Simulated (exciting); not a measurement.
# SiC (Moissanite 3C): the Si K edge from the Bethe–Salpeter equation

Aim: the Si K absorption edge of SiC (Moissanite 3C) with the electron–hole interaction treated explicitly, and what each term of the kernel does. The measurement to meet: XANES on cubic SiC powder, reported in High-Quality Epitaxial N Doped Graphene on SiC with Tunable Interfacial Interactions via Electron/Ion Bridges for Stable Lithium-Ion Storage (pmc:10439101, 2023), with first peak at 1845.5 eV, second peak at 1851.8 eV and third peak at 1859.2 eV.

Method: X-ray absorption, core-level Bethe-Salpeter equation, exchange and statically screened direct term, Tamm-Dancoff, all-electron LAPW+lo PBE, in exciting sodium.

## (1) Set-up

Symmetry: F-43m, No. 216, cubic system. The conventional cell has a = 4.358 Å, b = 4.358 Å, c = 4.358 Å, α = 90.00°, β = 90.00°, γ = 90.00°. Si has 4 C at 1.89 Å nearest. C has 4 Si at 1.89 Å nearest. Farther neighbours are not listed.

Structure file:

```cif
data_structure
_symmetry_space_group_name_H-M 'P 1'
_symmetry_Int_Tables_number 1
_cell_length_a 3.0816
_cell_length_b 3.0816
_cell_length_c 3.0816
_cell_angle_alpha 60.000
_cell_angle_beta 60.000
_cell_angle_gamma 60.000
_cell_volume 20.69
loop_
_atom_site_label
_atom_site_type_symbol
_atom_site_fract_x
_atom_site_fract_y
_atom_site_fract_z
_atom_site_occupancy
Si1 Si 0.00000 0.00000 0.00000 1
C2 C 0.75000 0.75000 0.75000 1
```

Differences between curves are given as r.m.s. difference over r.m.s. height.

## (2) The self-consistent potential

The species files are the program's own, with muffin-tin radii set in the input.

The input, input.xml:

```
<input>
  <title>SiC</title>
  <structure speciespath="." autormt="false" epslat="1.0e-5">
    <crystal>
      <basevect>0.0000000000 4.1177132248 4.1177132248</basevect>
      <basevect>4.1177132248 0.0000000000 4.1177132248</basevect>
      <basevect>4.1177132248 4.1177132248 0.0000000000</basevect>
    </crystal>
    <species speciesfile="Si.xml" rmt="2.005">
      <atom coord="0.0000000000 0.0000000000 0.0000000000"/>
    </species>
    <species speciesfile="C.xml" rmt="1.454">
      <atom coord="0.7500000000 0.7500000000 0.7500000000"/>
    </species>
  </structure>
  <groundstate do="fromscratch" xctype="GGA_PBE" ngridk="6 6 6" rgkmax="7" gmaxvr="14" nempty="8" swidth="0.001" maxscl="100" epsengy="1e-5"/>
</input>
```

Run with:

```bash
$ OMP_NUM_THREADS=1 mpirun -n 4 exciting
```

Numbers of over 12 decimals in the logs are rounded to 6 here.

Output:

```text
EXCITING SODIUM started
********************************************************************************
* Ground-state run starting from atomic densities                              *
********************************************************************************
+ Starting initialization                                                      +
[... lattice and species ...]
 Spin treatment                             :    spin-unpolarised
 Number of Bravais lattice symmetries       :      48
[...]
valence-band maximum at    1      0.0000  0.0000  0.0000
     conduction-band minimum at   16      0.5000  0.5000  0.0000
+ Self-consistent loop stopped                                                 +
 STATE.OUT is written
********************************************************************************
* Groundstate module stopped                                                   *
********************************************************************************
 Total time spent (seconds)                 :        11.75
| EXCITING SODIUM stopped                                                      =
[key lines of the parts left out:]
Total energy                               :      -328.15410976
Fermi energy                               :         0.32527705
```

It took 14 s on 4 MPI ranks of Arm Neoverse V1, shared host.

The mesh shows a gap of 1.35 eV. Core levels (Dirac, from the valence top):

```csv
atom,level,energy (eV)
Si,1s1/2,-1779.4
Si,2s1/2,-133.2
Si,2p1/2,-89.7
Si,2p3/2,-89.0
C,1s1/2,-263.6
```

## (3) A richer basis for the empty states

Each species file gets more local orbitals, built from u and its energy derivative at 0.15 Ha and u at 0.9 Ha.

input.xml is that of step 2.

The input, SPECIES.xml, added lines:

```
<lo l="L">  <!-- L = 0, 1, 2 -->
  <wf matchingOrder="0" trialEnergy="0.1500" searchE="false"/>
  <wf matchingOrder="1" trialEnergy="0.1500" searchE="false"/>
  <wf matchingOrder="0" trialEnergy="0.9000" searchE="false"/>
</lo>
```

Run with:

```bash
$ OMP_NUM_THREADS=1 mpirun -n 4 exciting
```

Output:

```text
EXCITING SODIUM started
********************************************************************************
* Ground-state run starting from atomic densities                              *
********************************************************************************
+ Starting initialization                                                      +
[... lattice and species ...]
 Spin treatment                             :    spin-unpolarised
 Number of Bravais lattice symmetries       :      48
[...]
valence-band maximum at    1      0.0000  0.0000  0.0000
     conduction-band minimum at   16      0.5000  0.5000  0.0000
+ Self-consistent loop stopped                                                 +
 STATE.OUT is written
********************************************************************************
* Groundstate module stopped                                                   *
********************************************************************************
 Total time spent (seconds)                 :        11.61
| EXCITING SODIUM stopped                                                      =
[key lines of the parts left out:]
Total energy                               :      -328.15419145
Fermi energy                               :         0.32548367
```

Run time: 14 s. Hardware: 4 MPI ranks.

Against the first ground state the total energy moves by -1 meV an atom and the gap by 0.00 eV.

## (4) Screening, kernels and BSE for Si atom 1

The absorber has 4 C at 1.89 Å (tetrahedral, site symmetry -43m).

Edit input.xml of step 3 so:

```diff
@@ -15,3 +15,20 @@
   </structure>
-  <groundstate do="fromscratch" xctype="GGA_PBE" ngridk="6 6 6" rgkmax="7" gmaxvr="14" nempty="8" swidth="0.001" maxscl="100" epsengy="1e-5"/>
+  <groundstate do="skip" xctype="GGA_PBE" ngridk="6 6 6" rgkmax="7" gmaxvr="14" nempty="8" swidth="0.001" maxscl="100" epsengy="1e-5"/>
+  <xs xstype="BSE" ngridk="6 6 6" ngridq="6 6 6" vkloff="0.097 0.273 0.493" rgkmax="7" nempty="15" gqmax="3" lmaxapwwf="5" lmaxemat="2" broad="0.01654" tevout="true">
+    <energywindow intv="64.998 66.615" points="439"/>
+    <screening screentype="full" nempty="29"/>
+    <BSE xas="true" xasspecies="1" xasatom="1" xasedge="K" bsetype="singlet" nstlxas="1 11"/>
+    <qpointset>
+      <qpoint>0 0 0</qpoint>
+    </qpointset>
+    <plan>
+      <doonly task="xsgeneigvec"/>
+      <doonly task="writepmatxs"/>
+      <doonly task="scrgeneigvec"/>
+      <doonly task="scrwritepmat"/>
+      <doonly task="screen"/>
+      <doonly task="scrcoulint"/>
+      <doonly task="exccoulint"/>
+    </plan>
+  </xs>
 </input>
```

The input, input.xml for the last start (plan only):

```
  <plan>
    <doonly task="bse"/>
  </plan>
```

Run with:

```bash
$ OMP_NUM_THREADS=1 mpirun -n 4 exciting
$ OMP_NUM_THREADS=4 exciting
```

Output:

```text
| EXCITING SODIUM started for task xsgeneigvec ( 301)                          =
One-shot GS runs for BSE calculations
One-shot GS runs for k+qmt/2 grids
Info(xsgeneigvec): Generating eigenvectors for Q-point      1
Info(xsgeneigvec): Generation of eigenvectors finished
| EXCITING SODIUM started for task writepmatxs ( 320)                          =
Info(writepmatxs): Momentum matrix elements finished
| EXCITING SODIUM started for task scrgeneigvec ( 401)                         =
One-shot GS runs for BSE calculations
One-shot GS runs for k+qmt/2 grids
[...]
Info(setup_bse_block): Setting up RR part of hamiltonian
Info(setup_bse_block): Singlet spin state
Info(bse): Diagonalizing RR Hamiltonian (TDA)
Info(bse): Invoking Lapack routine ZHEEVR
      4752 eigen solutions found in the interval:
         i1=       1 i2=    4752
Info(bse): Writing excition energies and oscillator strengths to text file.
Info(makespectrum_dist): Making spectrum using formula for coupling with time reversed AR basis.
Info(makespectrum_dist): Using formalism for vanishing momentum transfer.
Info(writederived): Writing quantities derived from the macroscopic dielectric function.
Info(bselauncher): Spectrum finished for iqmt=  1
Info(bselauncher): All done for BSE type singlet
```

Elapsed: 11 min, on 4 MPI ranks.

Wall time by task: xsgeneigvec 5.1 s, writepmatxs 6 s, scrgeneigvec 4.4 s, scrwritepmat 1.7 s, screen 80 s, scrcoulint 6.1 min, exccoulint 2.5 min, bse 52 s.

The Si K spectrum of Si atom 1 (energy from the Kohn–Sham onset, core level to the lowest empty state found on the meshes used, 1780.68 eV; the ground-state mesh sets it, and the shifted mesh has its lowest transition 0.25 eV above it; Im ε scaled to the maximum of the singlet run; cut below the end of the band set):

```csv
E (eV),Im ε
-2.5,0.02
-2.0,0.03
-1.5,0.04
-1.0,0.06
-0.5,0.09
0.0,0.18
0.5,0.25
1.0,0.34
1.5,0.43
2.0,0.50
2.5,0.58
3.0,0.65
3.5,0.75
4.0,0.80
4.5,0.90
5.0,1.00
5.5,0.75
6.0,0.54
6.5,0.46
7.0,0.41
7.5,0.37
8.0,0.35
8.5,0.32
9.0,0.29
9.5,0.26
10.0,0.26
10.5,0.30
11.0,0.36
11.5,0.30
12.0,0.21
12.5,0.16
13.0,0.15
13.5,0.17
14.0,0.19
14.5,0.19
15.0,0.20
15.5,0.21
16.0,0.22
16.5,0.29
17.0,0.41
17.5,0.62
18.0,0.75
18.5,0.67
19.0,0.43
19.5,0.30
```

Maxima (height): 4.9 eV (1.00), 11.1 eV (0.36) and 18.2 eV (0.78).

The Hamiltonian has 4752 rows. The lowest groups of eigenvalues and the brightest ones, on the scale above (the program counts from the shifted mesh's onset, 0.25 eV higher). Core spinors bring spin-forbidden partners, so dark means forbidden by spin or by symmetry, and the shifted mesh splits states that symmetry would keep together:

```csv
energy (eV),states within 10 meV,relative strength
-0.093,2,0.21
0.096,4,0.50
0.323,2,0.24
0.372,2,0.17
0.492,2,0.22
0.519,2,0.065
5.052,2,0.69
5.077,2,0.64
5.089,2,0.68
18.079,2,0.60
18.221,2,0.76
18.244,2,1.00
18.278,2,0.97
```

## (5) Independent particles

Edit input.xml of step 4 so:

```diff
@@ -19,3 +19,3 @@
     <screening screentype="full" nempty="29"/>
-    <BSE xas="true" xasspecies="1" xasatom="1" xasedge="K" bsetype="singlet" nstlxas="1 11"/>
+    <BSE xas="true" xasspecies="1" xasatom="1" xasedge="K" bsetype="IP" nstlxas="1 11"/>
     <qpointset>
@@ -24,9 +24,3 @@
     <plan>
-      <doonly task="xsgeneigvec"/>
-      <doonly task="writepmatxs"/>
-      <doonly task="scrgeneigvec"/>
-      <doonly task="scrwritepmat"/>
-      <doonly task="screen"/>
-      <doonly task="scrcoulint"/>
-      <doonly task="exccoulint"/>
+      <doonly task="bse"/>
     </plan>
```

Run with:

```bash
$ OMP_NUM_THREADS=4 exciting
```

Output:

```text
| EXCITING SODIUM started for task bse ( 445)                                  =
Info(bselauncher): Init time:    0.250676
Info(bselauncher): Setting up and diagonalizing BSE Hamiltonian.
Info(bselauncher): Using momentum transfer vectors from list :   1 to  1
Info(bselauncher): Distributing qmt-points over   1 processes.
Info(bselauncher): BSE type: IP
Info(bselauncher): Momentum transfer list index: iqmt=  1
Info(bselauncher): Momentum transfer: vqmtl=   0.000   0.000   0.000
Info(bse): Inspecting occupations...
Info(setranges_modxs): Number of non-reduced k-points:      216
[...]
highest unoccupied state:  15
  Opening gap with a scissor of:      0.000/H      0.000/eV
Info(select_transitions): Number of participating transitions:    4752
Info(bse): Selecting transitions...
Info(bse):bsegap (eV):  1780.933638
Info(bse): IP requested, nothing much to do
Info(bse): Writing excition energies and oscillator strengths to text file.
Info(makespectrum_dist): Making spectrum using formula for coupling with time reversed AR basis.
Info(makespectrum_dist): Using formalism for vanishing momentum transfer.
Info(writederived): Writing quantities derived from the macroscopic dielectric function.
Info(bselauncher): Spectrum finished for iqmt=  1
Info(bselauncher): All done for BSE type IP
```

The job ended after 1.5 s (4 threads).

Maxima (height): 6.6 eV (0.64), 12.1 eV (0.53) and 14.3 eV (0.24); the curve is highest at the end of the window. The spectrum differs from the singlet run by 69 % r.m.s. Moving the earlier curve by +3.0 eV leaves 34 %. The highest maximum lies at 6.6 eV (0.64), against 4.9 eV (1.00).

## (6) Exchange alone

Edit input.xml of step 5 so:

```diff
@@ -19,3 +19,3 @@
     <screening screentype="full" nempty="29"/>
-    <BSE xas="true" xasspecies="1" xasatom="1" xasedge="K" bsetype="IP" nstlxas="1 11"/>
+    <BSE xas="true" xasspecies="1" xasatom="1" xasedge="K" bsetype="RPA" nstlxas="1 11"/>
     <qpointset>
```

Run with:

```bash
$ OMP_NUM_THREADS=4 exciting
```

Output:

```text
| EXCITING SODIUM started for task bse ( 445)                                  =
Info(bselauncher): Init time:    0.252065
Info(bselauncher): Setting up and diagonalizing BSE Hamiltonian.
Info(bselauncher): Using momentum transfer vectors from list :   1 to  1
Info(bselauncher): Distributing qmt-points over   1 processes.
Info(bselauncher): BSE type: RPA
Info(bselauncher): Momentum transfer list index: iqmt=  1
Info(bselauncher): Momentum transfer: vqmtl=   0.000   0.000   0.000
Info(bse): Inspecting occupations...
Info(setranges_modxs): Number of non-reduced k-points:      216
[...]
Info(setup_bse_block): Setting up RR part of hamiltonian
Info(setup_bse_block): Using RPA approximation
Info(bse): Diagonalizing RR Hamiltonian (TDA)
Info(bse): Invoking Lapack routine ZHEEVR
      4752 eigen solutions found in the interval:
         i1=       1 i2=    4752
Info(bse): Writing excition energies and oscillator strengths to text file.
Info(makespectrum_dist): Making spectrum using formula for coupling with time reversed AR basis.
Info(makespectrum_dist): Using formalism for vanishing momentum transfer.
Info(writederived): Writing quantities derived from the macroscopic dielectric function.
Info(bselauncher): Spectrum finished for iqmt=  1
Info(bselauncher): All done for BSE type RPA
```

The job ended after 52 s (4 threads).

Maxima (height): 6.6 eV (0.64), 12.1 eV (0.53) and 14.3 eV (0.24); the curve is highest at the end of the window. The spectrum is that of the independent-particle run within 1 %.

## (7) Direct term alone

Edit input.xml of step 6 so:

```diff
@@ -19,3 +19,3 @@
     <screening screentype="full" nempty="29"/>
-    <BSE xas="true" xasspecies="1" xasatom="1" xasedge="K" bsetype="RPA" nstlxas="1 11"/>
+    <BSE xas="true" xasspecies="1" xasatom="1" xasedge="K" bsetype="triplet" nstlxas="1 11"/>
     <qpointset>
```

Run with:

```bash
$ OMP_NUM_THREADS=4 exciting
```

Output:

```text
| EXCITING SODIUM started for task bse ( 445)                                  =
Info(bselauncher): Init time:    0.251330
Info(bselauncher): Setting up and diagonalizing BSE Hamiltonian.
Info(bselauncher): Using momentum transfer vectors from list :   1 to  1
Info(bselauncher): Distributing qmt-points over   1 processes.
Info(bselauncher): BSE type: triplet
Info(bselauncher): Momentum transfer list index: iqmt=  1
Info(bselauncher): Momentum transfer: vqmtl=   0.000   0.000   0.000
Info(bse): Inspecting occupations...
[...]
Info(setup_bse_block): Setting up RR part of hamiltonian
Info(setup_bse_block): Triplet spin state
Info(bse): Diagonalizing RR Hamiltonian (TDA)
Info(bse): Invoking Lapack routine ZHEEVR
      4752 eigen solutions found in the interval:
         i1=       1 i2=    4752
Info(bse): Writing excition energies and oscillator strengths to text file.
Info(makespectrum_dist): Making spectrum using formula for coupling with time reversed AR basis.
Info(makespectrum_dist): Using formalism for vanishing momentum transfer.
Info(writederived): Writing quantities derived from the macroscopic dielectric function.
Info(bselauncher): Spectrum finished for iqmt=  1
Info(bselauncher): All done for BSE type triplet
```

Wall time 57 s (4 threads).

Maxima (height): 4.9 eV (1.00), 11.1 eV (0.36) and 18.2 eV (0.78). The spectrum is that of the singlet run within 1 %.

## (8) A changed run

In this try the input is made faulty on purpose, to show what that does.

Edit input.xml of step 7 so:

```diff
@@ -16,6 +16,6 @@
   <groundstate do="skip" xctype="GGA_PBE" ngridk="6 6 6" rgkmax="7" gmaxvr="14" nempty="8" swidth="0.001" maxscl="100" epsengy="1e-5"/>
-  <xs xstype="BSE" ngridk="6 6 6" ngridq="6 6 6" vkloff="0.097 0.273 0.493" rgkmax="7" nempty="15" gqmax="3" lmaxapwwf="5" lmaxemat="2" broad="0.01654" tevout="true">
+  <xs xstype="BSE" ngridk="6 6 6" ngridq="6 6 6" vkloff="0.097 0.273 0.493" rgkmax="7" nempty="6" gqmax="3" lmaxapwwf="5" lmaxemat="2" broad="0.01654" tevout="true">
     <energywindow intv="64.998 66.615" points="439"/>
     <screening screentype="full" nempty="29"/>
-    <BSE xas="true" xasspecies="1" xasatom="1" xasedge="K" bsetype="triplet" nstlxas="1 11"/>
+    <BSE xas="true" xasspecies="1" xasatom="1" xasedge="K" bsetype="singlet" nstlxas="1 2"/>
     <qpointset>
@@ -24,3 +24,5 @@
     <plan>
-      <doonly task="bse"/>
+      <doonly task="writepmatxs"/>
+      <doonly task="scrcoulint"/>
+      <doonly task="exccoulint"/>
     </plan>
```

The input, input.xml for the last start (plan only):

```
  <plan>
    <doonly task="bse"/>
  </plan>
```

Run with:

```bash
$ OMP_NUM_THREADS=1 mpirun -n 4 exciting
$ OMP_NUM_THREADS=4 exciting
```

Output:

```text
| EXCITING SODIUM started for task writepmatxs ( 320)                          =
Info(writepmatxs): Momentum matrix elements finished
| EXCITING SODIUM started for task scrcoulint ( 440)                           =
Info(scrcoulintlauncher): Setting up screened Coulomb interaction matrix W.
Info(scrcoulintlauncher): Using momentum transfer vectors from list :   1 to  1
Info(scrcoulintlauncher): Calculating screened Coulomb interaction matrix W
Info(scrcoulintlauncher): Momentum transfer list index: iqmt=  1
[...]
Info(setup_bse_block): Setting up RR part of hamiltonian
Info(setup_bse_block): Singlet spin state
Info(bse): Diagonalizing RR Hamiltonian (TDA)
Info(bse): Invoking Lapack routine ZHEEVR
       864 eigen solutions found in the interval:
         i1=       1 i2=     864
Info(bse): Writing excition energies and oscillator strengths to text file.
Info(makespectrum_dist): Making spectrum using formula for coupling with time reversed AR basis.
Info(makespectrum_dist): Using formalism for vanishing momentum transfer.
Info(writederived): Writing quantities derived from the macroscopic dielectric function.
Info(bselauncher): Spectrum finished for iqmt=  1
Info(bselauncher): All done for BSE type singlet
```

Run time: 3 min. Hardware: 4 MPI ranks.

Wall time by task: writepmatxs 4.2 s, scrcoulint 2.4 min, exccoulint 29 s, bse 1.8 s.

The input has a fault: far too few conduction bands in the BSE. The spectrum differs from the singlet run by 83 % r.m.s. The highest maximum lies at 5.2 eV (0.26), against 4.9 eV (1.00). Transitions to the missing bands are absent and can't mix into the lines that are left.

```csv
E (eV),first run,this run
-3.0,0.02,0.01
-2.0,0.03,0.01
-1.0,0.06,0.02
0.0,0.18,0.06
1.0,0.34,0.11
2.0,0.50,0.16
3.0,0.65,0.19
4.0,0.80,0.21
5.0,1.00,0.25
6.0,0.54,0.17
7.0,0.41,0.06
8.0,0.35,0.02
9.0,0.29,0.01
10.0,0.26,0.01
11.0,0.36,0.00
12.0,0.21,0.00
13.0,0.15,0.00
14.0,0.19,0.00
15.0,0.20,0.00
16.0,0.22,0.00
17.0,0.41,0.00
18.0,0.75,0.00
19.0,0.43,0.00
```

(Continued in part 2 of 2.)

[Banner, clock and machine lines of the logs are left out without a mark of their own.]

[Logs are printed without paths, hosts, clocks, repeated set-up lines and the standing remarks that a program may print on its own settings, such as how far it seeks lower states.]

[Hosts, paths, dates, database ids (printed as entryN), source tags and the programs' standing remarks are cut or masked in the printed files.]
